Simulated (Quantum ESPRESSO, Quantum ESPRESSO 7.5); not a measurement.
# Hf2CO2 MXene, 1 layer, stepped through the share of short-range exact exchange

What law, if any, do the results for Hf2CO2 MXene, 1 layer follow against the share of short-range exact exchange?

Program: Quantum ESPRESSO 7.5. Level of theory: plane-wave DFT, PBE, SG15 norm-conserving pseudopotentials (geometry by pw.x at PBE, GBRV ultrasoft). Results are calculated unless marked as measured.

**1. Starting point**

The cell holds 5 atoms: 2 O, 2 Hf and 1 C. Cell: a = 3.289 Å, b = 3.289 Å, c = 19.953 Å, α = 90.0°, β = 90.0°, γ = 120.0°. It derives from Hf2CO2. Vacuum lies along c.

Set-up: Cell and atoms are relaxed under PBE (GBRV files) and held. Screened hybrids with norm-conserving files, screening 0.106 per bohr, fixed occupations, a 9×9×1 mesh with exchange on 3×3×1 q points. Levels count from the potential in the middle of the vacuum.

Members 0.15, 0.2 and 0.25 took the same steps and show in the table alone.

**2. Variable-cell relaxation of the reference**

What the set-up leaves free in this member is relaxed.

File ref.relax.in:

```
&control
  prefix = 'ref.relax'
  outdir = './out'
  pseudo_dir = './pseudo'
  nstep = 80
  forc_conv_thr = 0.0004
  calculation = 'vc-relax'
  etot_conv_thr = 1e-06
/
&system
  ibrav = 0
  nat = 5
  ntyp = 3
  ecutwfc = 50
  ecutrho = 250
  occupations = 'smearing'
  smearing = 'fd'
  degauss = 0.004
/
&electrons
  conv_thr = 1e-09
  mixing_beta = 0.4
  electron_maxstep = 120
  mixing_mode = 'plain'
/
&ions
/
&cell
  cell_dofree = '2Dxy'
  press_conv_thr = 0.3
/
ATOMIC_SPECIES
  O   15.9990  o_pbe_v1.2.uspp.F.UPF
  Hf  178.4900  hf_pbe_v1.uspp.F.UPF
  C   12.0110  c_pbe_v1.2.uspp.F.UPF
CELL_PARAMETERS angstrom
  3.28900000000000 0.00000000000000 0.00000000000000
  -1.64450000000000 2.84835755304702 0.00000000000000
  0.00000000000000 0.00000000000000 19.95294679561928
ATOMIC_POSITIONS crystal
  O   0.333333333300 0.666666666700 0.375884328106
  Hf  0.666666666700 0.333333333300 0.434959392856
  C   0.000000000000 0.000000000000 0.500000000000
  Hf  0.333333333300 0.666666666700 0.565040607144
  O   0.666666666700 0.333333333300 0.624115671894
K_POINTS automatic
  12 12 1 0 0 0
```

The run is started by

```
$ OMP_NUM_THREADS=1 mpirun -n 4 pw.x -nk 4 -in ref.relax.in > ref.relax.out
```

Output:

```text
Program PWSCF v.7.5 starts
[citation notice left out]

     Parallel version (MPI & OpenMP), running on       4 processor cores
     Number of MPI processes:                 4
     Threads/MPI process:                     1

     MPI processes distributed on     1 nodes
[...]
Current dimensions of program PWSCF are:
     Max number of different atomic species (ntypx) = 10
     Max number of k-points (npk) =  40000
     Max angular momentum in pseudopotentials (lmaxx) =  4
     Message from routine setup:
     using ibrav=0 with symmetry is DISCOURAGED, use correct ibrav instead

     K-points division:     npool     =       4
     Subspace diagonalization in iterative solution of the eigenvalue problem:
     a serial algorithm will be used

     G-vector sticks info
     --------------------
     sticks:   dense  smooth     PW     G-vecs:    dense   smooth      PW
     Sum         673     517    163                84285    60025    9987

     Using Slab Decomposition

     bravais-lattice index     =            0
     lattice parameter (alat)  =       6.2153  a.u.
     unit-cell volume          =    1261.4267 (a.u.)^3
     number of atoms/cell      =            5
     number of atomic types    =            3
     number of electrons       =        40.00
     number of Kohn-Sham states=           24
     kinetic-energy cutoff     =      50.0000  Ry
     charge density cutoff     =     250.0000  Ry
     scf convergence threshold =      1.0E-09
     mixing beta               =       0.4000
     number of iterations used =            8  plain     mixing
     energy convergence thresh.=      1.0E-06
     force convergence thresh. =      4.0E-04
     press convergence thresh. =      3.0E-01
     Exchange-correlation= SLA  PW   PBE  PBE
                           (   1   4   3   4   0   0   0)
     nstep                     =           80

     celldm(1)=   6.215309  celldm(2)=   0.000000  celldm(3)=   0.000000
     celldm(4)=   0.000000  celldm(5)=   0.000000  celldm(6)=   0.000000

     crystal axes: (cart. coord. in units of alat)
               a(1) = (   1.000000   0.000000   0.000000 )
               a(2) = (  -0.500000   0.866025   0.000000 )
               a(3) = (   0.000000   0.000000   6.066569 )

     reciprocal axes: (cart. coord. in units 2 pi/alat)
               b(1) = (  1.000000  0.577350 -0.000000 )
               b(2) = (  0.000000  1.154701  0.000000 )
               b(3) = (  0.000000 -0.000000  0.164838 )

     PseudoPot. # 1 for O  read from file:
     ./pseudo/o_pbe_v1.2.uspp.F.UPF
     Pseudo is Ultrasoft + core correction, Zval =  6.0
     Generated by new atomic code, or converted to UPF format
     Using radial grid of  737 points,  5 beta functions with:
                l(1) =   0
                l(2) =   0
                l(3) =   1
                l(4) =   1
                l(5) =   2
     Q(r) pseudized with  8 coefficients,  rinner =    0.900   0.900   0.900
                                                       0.900   0.900

     PseudoPot. # 2 for Hf read from file:
     ./pseudo/hf_pbe_v1.uspp.F.UPF
     Pseudo is Ultrasoft + core correction, Zval = 12.0
     Generated by new atomic code, or converted to UPF format
     Using radial grid of  921 points,  8 beta functions with:
                l(1) =   0
                l(2) =   0
                l(3) =   0
                l(4) =   1
                l(5) =   1
                l(6) =   2
                l(7) =   2
                l(8) =   3
     Q(r) pseudized with  6 coefficients,  rinner =    1.200   1.200   1.200
                                                       1.200   1.200   1.200
                                                       1.200

     PseudoPot. # 3 for C  read from file:
     ./pseudo/c_pbe_v1.2.uspp.F.UPF
     Pseudo is Ultrasoft + core correction, Zval =  4.0
     Generated by new atomic code, or converted to UPF format
     Using radial grid of  721 points,  4 beta functions with:
                l(1) =   0
                l(2) =   0
                l(3) =   1
                l(4) =   1
     Q(r) pseudized with  8 coefficients,  rinner =    1.100   1.100   1.100

     atomic species   valence    mass     pseudopotential
     O                 6.00    15.99900     O ( 1.00)
     Hf               12.00   178.49000     Hf( 1.00)
     C                 4.00    12.01100     C ( 1.00)

     12 Sym. Ops., with inversion, found

   Cartesian axes

     site n.     atom                  positions (alat units)
         1        O      tau(   1) = (  -0.0000000   0.5773503   2.2803284  )
         2        Hf     tau(   2) = (   0.5000000   0.2886751   2.6387113  )
         3        C      tau(   3) = (   0.0000000   0.0000000   3.0332847  )
         4        Hf     tau(   4) = (  -0.0000000   0.5773503   3.4278581  )
         5        O      tau(   5) = (   0.5000000   0.2886751   3.7862410  )

     number of k points=    19  Fermi-Dirac smearing, width (Ry)=  0.0040
                       cart. coord. in units 2pi/alat
        k(    1) = (   0.0000000   0.0000000   0.0000000), wk =   0.0138889
        k(    2) = (   0.0000000   0.0962250   0.0000000), wk =   0.0833333
        k(    3) = (   0.0000000   0.1924501   0.0000000), wk =   0.0833333
        k(    4) = (   0.0000000   0.2886751   0.0000000), wk =   0.0833333
        k(    5) = (   0.0000000   0.3849002   0.0000000), wk =   0.0833333
        k(    6) = (   0.0000000   0.4811252   0.0000000), wk =   0.0833333
        k(    7) = (   0.0000000  -0.5773503   0.0000000), wk =   0.0416667
        k(    8) = (   0.0833333   0.1443376   0.0000000), wk =   0.0833333
        k(    9) = (   0.0833333   0.2405626   0.0000000), wk =   0.1666667
        k(   10) = (   0.0833333   0.3367877   0.0000000), wk =   0.1666667
[...]
k(   19) = (   0.3333333   0.5773503   0.0000000), wk =   0.0277778

     Dense  grid:    84285 G-vectors     FFT dimensions: (  32,  32, 192)

     Smooth grid:    60025 G-vectors     FFT dimensions: (  27,  27, 180)

     Estimated max dynamical RAM per process >     228.92 MB

     Estimated total dynamical RAM >     853.93 MB

     Check: negative core charge=   -0.000007

     Initial potential from superposition of free atoms

     starting charge      36.0000, renormalised to      40.0000

     negative rho (up, down):  2.420E-01 0.000E+00
     Starting wfcs are   38 randomized atomic wfcs

     total cpu time spent up to now is        2.4 secs

     per-process dynamical memory:    96.7 Mb

     Self-consistent Calculation

     iteration #  1     ecut=    50.00 Ry     beta= 0.40
[...]
Gradient error          =      1.8E-02 Ry/Bohr
     Cell gradient error     =      1.0E-01 kbar

     number of scf cycles    =   3
     number of bfgs steps    =   2

     enthalpy           old  =    -394.5694122611 Ry
     enthalpy           new  =    -394.5746911949 Ry

     CASE: enthalpy          _new < enthalpy          _old

     new trust radius        =       0.0204520539 bohr
     new conv_thr            =       0.0000000005 Ry

     new unit-cell volume =   1236.40417 a.u.^3 (   183.21620 Ang^3 )
     density =      3.63427 g/cm^3

CELL_PARAMETERS (angstrom)
   3.256215145   0.000000000   0.000000000
  -1.628107573   2.819965036   0.000000000
   0.000000000   0.000000000  19.952946796

ATOMIC_POSITIONS (crystal)
O                0.3333333333        0.6666666667        0.3814625952
Hf               0.6666666667        0.3333333333        0.4293086767
C                0.0000000000        0.0000000000        0.5000000000
Hf               0.3333333333        0.6666666667        0.5706913233
O                0.6666666667        0.3333333333        0.6185374048

[...]
NEW-OLD atomic charge density approx. for the potential
     New effective cutoffs (rho, wfc):  254.98   51.01

     Check: negative core charge=   -0.000006

     negative rho (up, down):  2.332E-01 0.000E+00

     total cpu time spent up to now is       99.5 secs

     per-process dynamical memory:   137.5 Mb

[...]
!    total energy              =    -394.57563034 Ry
[...]
Total force =     0.026516     Total SCF correction =     0.000070
[...]
number of bfgs steps    =   3
[...]
WARNING: bfgs curvature condition failed, Theta= 0.999
     new trust radius        =       0.0224972593 bohr
[...]
!    total energy              =    -394.57648106 Ry
[...]
Total force =     0.019421     Total SCF correction =     0.000066
[...]
number of bfgs steps    =   4
[...]
new trust radius        =       0.0337458890 bohr
[...]
!    total energy              =    -394.57732438 Ry
[...]
Total force =     0.009786     Total SCF correction =     0.000040
[...]
number of bfgs steps    =   5
[...]
new trust radius        =       0.0446151120 bohr
[...]
!    total energy              =    -394.57776498 Ry
[...]
Total force =     0.003173     Total SCF correction =     0.000000
[...]
number of bfgs steps    =   6
[...]
new trust radius        =       0.0054755440 bohr
[...]
!    total energy              =    -394.57780978 Ry
[...]
Total force =     0.002453     Total SCF correction =     0.000015
[...]
number of bfgs steps    =   7
[...]
new trust radius        =       0.0060230984 bohr
[...]
Self-consistent Calculation

     iteration #  1     ecut=    50.00 Ry     beta= 0.40
     Davidson diagonalization with overlap
     ethr =  1.00E-06,  avg # of iterations =  2.0

     Threshold (ethr) on eigenvalues was too large:
     Diagonalizing with lowered threshold

     Davidson diagonalization with overlap
     ethr =  1.37E-08,  avg # of iterations =  4.4

     negative rho (up, down):  2.304E-01 0.000E+00

     total cpu time spent up to now is      247.1 secs

     total energy              =    -394.57783791 Ry
     estimated scf accuracy    <       0.00000841 Ry

[...]
iteration #  8     ecut=    50.00 Ry     beta= 0.40
[...]
negative rho (up, down):  2.304E-01 0.000E+00

[...]
End of self-consistent calculation

          k = 0.0000 0.0000 0.0000 (  7399 PWs)   bands (ev):

   -60.8727 -60.8570 -29.8302 -29.5521 -29.3470 -29.3470 -29.3206 -29.3206
   -17.7203 -17.6228  -9.4117  -4.7507  -4.1248  -4.1248  -3.7891  -3.7891
    -3.3814  -0.5528   0.8655   0.8655   3.1698   3.1698   3.4922   4.8346

          k =-0.0000 0.0968 0.0000 (  7448 PWs)   bands (ev):

   -60.8704 -60.8552 -29.8171 -29.5586 -29.3837 -29.3671 -29.3580 -29.3276
   -17.6716 -17.5861  -9.4066  -4.7171  -4.1226  -4.0595  -3.8683  -3.7444
    -3.2627  -0.3939   0.2825   0.6185   3.0960   3.4836   3.6399   4.8532

          k =-0.0000 0.1936 0.0000 (  7474 PWs)   bands (ev):

   -60.8640 -60.8502 -29.7806 -29.6060 -29.4972 -29.4464 -29.3868 -29.3476
   -17.5490 -17.4928  -9.3587  -4.6994  -4.0625  -3.8994  -3.8889  -3.6306
    -3.0405  -0.8060  -0.1669   0.1771   2.7154   4.0566   4.0577   4.8686

          k =-0.0000 0.2903 0.0000 (  7504 PWs)   bands (ev):

   -60.8552 -60.8435 -29.7385 -29.7262 -29.6606 -29.4715 -29.4246 -29.3759
   -17.4065 -17.3822  -9.2045  -4.7632  -3.9758  -3.6838  -3.6571  -3.4963
    -3.0567  -1.5656  -0.2981  -0.1554   2.3972   4.4159   4.5685   5.1776

          k =-0.0000 0.3871 0.0000 (  7536 PWs)   bands (ev):

   -60.8462 -60.8371 -29.8859 -29.8212 -29.6670 -29.4767 -29.4614 -29.4048
   -17.2947 -17.2886  -8.9184  -4.8409  -4.1777  -3.5363  -3.3767  -3.3681
    -3.1277  -1.7864  -0.5715  -0.2929   2.1442   4.5271   5.1245   5.3758

          k =-0.0000 0.4839 0.0000 (  7524 PWs)   bands (ev):

   -60.8392 -60.8327 -29.9970 -29.9317 -29.6173 -29.4878 -29.4835 -29.4262
   -17.2408 -17.2214  -8.5776  -5.1441  -4.4364  -3.4838  -3.2865  -3.0981
    -2.9076  -2.0073  -0.6437  -0.2917   1.9626   4.4824   5.5413   5.6835

[...]
the Fermi energy is     1.3587 ev

!    total energy              =    -394.57784080 Ry
     estimated scf accuracy    <          1.6E-11 Ry
     smearing contrib. (-TS)   =      -0.00000029 Ry
     internal energy E=F+TS    =    -394.57784051 Ry

     The total energy is F=E-TS. E is the sum of the following terms:
     one-electron contribution =   -1928.73428068 Ry
     hartree contribution      =     967.72553299 Ry
     xc contribution           =    -169.88135078 Ry
     ewald contribution        =     736.31225795 Ry

     convergence has been achieved in   8 iterations

     negative rho (up, down):  2.304E-01 0.000E+00

     Forces acting on atoms (cartesian axes, Ry/au):

     atom    1 type  1   force =    -0.00000000    0.00000000   -0.00000337
     atom    2 type  2   force =     0.00000000    0.00000000   -0.00074682
     atom    3 type  3   force =     0.00000000    0.00000000    0.00000000
     atom    4 type  2   force =     0.00000000    0.00000000    0.00074682
     atom    5 type  1   force =     0.00000000    0.00000000    0.00000337

     Total force =     0.001056     Total SCF correction =     0.000019

     Computing stress (Cartesian axis) and pressure

     negative rho (up, down):  2.304E-01 0.000E+00
          total   stress  (Ry/bohr**3)                   (kbar)     P=        0.97
   0.00000767   0.00000000   0.00000000            1.13        0.00        0.00
   0.00000000   0.00000767   0.00000000            0.00        1.13        0.00
   0.00000000   0.00000000   0.00000449            0.00        0.00        0.66

     Energy error            =      3.1E-05 Ry
     Gradient error          =      7.5E-04 Ry/Bohr
     Cell gradient error     =      1.1E+00 kbar

     number of scf cycles    =   9
     number of bfgs steps    =   8

     enthalpy           old  =    -394.5778097759 Ry
     enthalpy           new  =    -394.5778408030 Ry

     CASE: enthalpy          _new < enthalpy          _old

     new trust radius        =       0.0041370077 bohr
     new conv_thr            =            1.9E-11 Ry

     new unit-cell volume =   1248.40575 a.u.^3 (   184.99465 Ang^3 )
     density =      3.59934 g/cm^3

CELL_PARAMETERS (angstrom)
   3.271980756   0.000000000   0.000000000
  -1.635990378   2.833618455   0.000000000
   0.000000000   0.000000000
```

Run time: 5.8 min. Hardware: 4 MPI ranks of Arm Neoverse V1, shared host; peak memory 1.1 GiB.

The steps of the relaxation:

| step | energy less that of the first step (eV) | largest force (eV/Å) | volume (Å³) |
| --- | --- | --- | --- |
| 1 | 0.0000 | 4.6573 | 186.92 |
| 2 | -0.8570 | 1.2331 | 184.76 |
| 3 | -0.9289 | 0.4677 | 183.34 |
| 4 | -0.9416 | 0.3887 | 183.22 |
| 5 | -0.9532 | 0.2726 | 183.26 |
| 6 | -0.9647 | 0.1329 | 183.53 |
| 7 | -0.9707 | 0.0563 | 184.18 |
| 8 | -0.9713 | 0.0445 | 184.46 |
| 9 | -0.9717 | 0.0192 | 184.78 |
| 10 | -0.9718 | 0.0005 | 184.99 |
| 11 | -0.9718 | 0.0002 | 185.00 |
| 12 | -0.9721 | 0.0020 | 185.00 |

| cell as run | before | after | change |
| --- | --- | --- | --- |
| a (Å) | 3.289 | 3.272 | -0.5 % |
| b (Å) | 3.289 | 3.272 | -0.5 % |

The atoms that moved most (Å, along periodic axes as changes of fractional coordinates times the final cell, across vacuum about the mean position):

```csv
atom,dx,dy,dz,length
O1,0.000,0.000,0.168,0.168
O5,0.000,0.000,-0.168,0.168
Hf4,0.000,0.000,0.081,0.081
Hf2,0.000,0.000,-0.081,0.081
```

 The last row is no step: it is a fresh SCF in the final cell with a new plane-wave basis, -0 meV from the row before.

Read from the output:

| Item | Value |
| --- | --- |
| free energy | -5368.5054 eV |
| Fermi energy | 1.361 eV |

[end of part 1 of 3]

[Logs are printed without paths, hosts, clocks, repeated set-up lines and the standing remarks that a program may print on its own settings, such as how far it seeks lower states.]

[Hosts, paths, dates, database ids (printed as entryN), source tags and the programs' standing remarks are cut or masked in the printed files.]

[Maps of the electrostatic potential energy from Ansatz leave out the sawtooth potential of an applied field or a dipole correction, so their vacuum need not be flat; planar profiles and work functions include it.]
